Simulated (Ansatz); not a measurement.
G0W0 rungs for BaTiO3 (P4mm).

The database entry behind the starting cell differs from later determinations by our own check (c/a about 0.6 % short), so it need not match the best structure at ambient conditions.

The structure is tetragonal, space group P4mm (No. 99). Conventional cell: a = 4.000 Å, b = 4.000 Å, c = 4.018 Å, α = 90.00°, β = 90.00°, γ = 90.00°. Nearest to Ba lie 12 O at 2.79 to 2.88 Å. Nearest to Ti lie 6 O at 1.89 to 2.13 Å. Nearest to O lie 2 Ti at 1.89 to 2.13 Å and 4 Ba at 2.83 Å. O has 2 Ti at 2.00 Å and 4 Ba at 2.79 to 2.88 Å nearest. Farther neighbours and most contacts between anions are not listed.

```xyz
5
Lattice="3.9998 0.0000 0.0000 0.0000 3.9998 0.0000 0.0000 0.0000 4.0180" Properties=species:S:1:pos:R:3 pbc="T T T"
Ba    0.0000    0.0000    0.0000
Ti    1.9999    1.9999    1.9688
O     1.9999    1.9999    0.0763
O     1.9999    0.0000    2.0773
O     0.0000    1.9999    2.0773
```

The cell and positions come from the Crystallography Open Database and are kept as given unless a step says otherwise. Spin-orbit coupling is left out unless a run names it.

Runs so far (Ansatz 0.2.0, start PBE, hard PAW files, 6×6×6 mesh). Times are wall times on 1 × NVIDIA H100 80GB HBM3 (shared by 3 runs) with 4 threads of AMD EPYC 7R13 (Zen 3), shared host, good to a factor of about two.

| bands summed | cutoff (eV) | gap on the mesh (eV) | time |
| --- | --- | --- | --- |
| 188 | 110 | 3.264 | 84 s |
| 402 | 190 | 3.296 | 3.1 min |
| 667 | 270 | 3.329 | 5 min |

Q: What should the next rung give, with 1101 bands and screening to 380 eV, and where is the limit?

The error falls about as one over the bands when the cutoff rises with them. A line through the two highest rungs given predicts 3.349 eV; the run gave 3.355 eV, close to it. The two highest rungs put the limit near 3.396 eV, the pair below near 3.379 eV; their difference is a rough measure of what is unsettled in bands and cutoff; the mesh is a separate error.

Gaps are over the mesh's points; an edge off the mesh would be missed. Limits: not at the basis limit; no spin-orbit coupling.

[Paths, hosts, dates, memory and timing lines, banners, echoed tables and standing remarks are left out of the program output.]

[Logs are printed without paths, hosts, clocks, repeated set-up lines and the standing remarks that a program may print on its own settings, such as how far it seeks lower states.]

[Runs of the session that timed out or met a known fault of the program may be left out.]

[Cells called generated may have been cut or substituted from an entry of the Crystallography Open Database or the Materials Project.]

[Hosts, paths, dates, database ids (printed as entryN), source tags and the programs' standing remarks are cut or masked in the printed files.]
